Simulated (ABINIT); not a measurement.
Computed results, one entry a study.

```json
{"subject": "A GW chain in ABINIT: Diamond (Fd-3m, 2 atoms a cell)", "lattice_ang": [[-0.0, 1.7834, 1.7834], [1.7834, 0.0, 1.7834], [1.7834, 1.7834, 0.0]], "atoms": [["C", 0.0, 0.0, 0.0], ["C", 0.25, 0.25, 0.25]], "method": "RPA screening on PBE, plane waves, norm-conserving pseudopotentials (and 2 further levels or steps)", "program": "ABINIT 10.8.3", "settings": "cutoff 37 Ha, PseudoDojo scalar-relativistic 0.4.1 standard, norm-conserving, ngkpt (8, 8, 8), nband 88, ecuteps 9.6 Ha, inclvkb 2, shiftk (0, 0, 0), symchi 1, awtr 1, frequency ppm, 8×8×8 k-mesh", "cost": "5 runs, 47 s in all on 8 MPI ranks of AMD EPYC 7R43, shared host", "notes": "The program’s warnings: nkpt*nsppol () is not a multiple of nproc spkpt (). The cell and positions come from the Crystallography Open Database and are kept as given unless a step says otherwise.", "results": {"pbe_gap": "4.19 eV, indirect", "g0w0_gap_on_the_mesh": "5.49 eV", "gw_settings": "8×8×8 mesh, 88 bands, screening to 261.2 eV, Godby-Needs plasmon pole", "known_limits": "short of the basis limit"}}
```

[Long decimals in the printed logs are rounded to 6 places.]

[Logs are printed without paths, hosts, clocks, repeated set-up lines and the standing remarks that a program may print on its own settings, such as how far it seeks lower states.]

[Paths, hosts, dates, memory and timing lines, banners, echoed tables and standing remarks are left out of the program output; an Ansatz launch command may be rebuilt from the run's recorded settings. Measured values are a selection of at most five: reports struck by readers or far from the other reports are left out. None is set beside runs whose start may be inverted or whose files or cutoffs have a known fault.]

[Runs of the session that timed out or met a known fault of the program may be left out.]

[Hosts, paths, dates, database ids (printed as entryN), source tags and the programs' standing remarks are cut or masked in the printed files.]

[G0W0 gaps are taken among the corrected bands and points alone; a level outside them can change the order at an edge.]

[Where Ansatz stands beside ABINIT at settings called matched, ABINIT's density can come from a denser mesh and the files from another edition; pairs whose starting gaps differed by over 0.03 eV were left out, so agreement reads better than it is.]
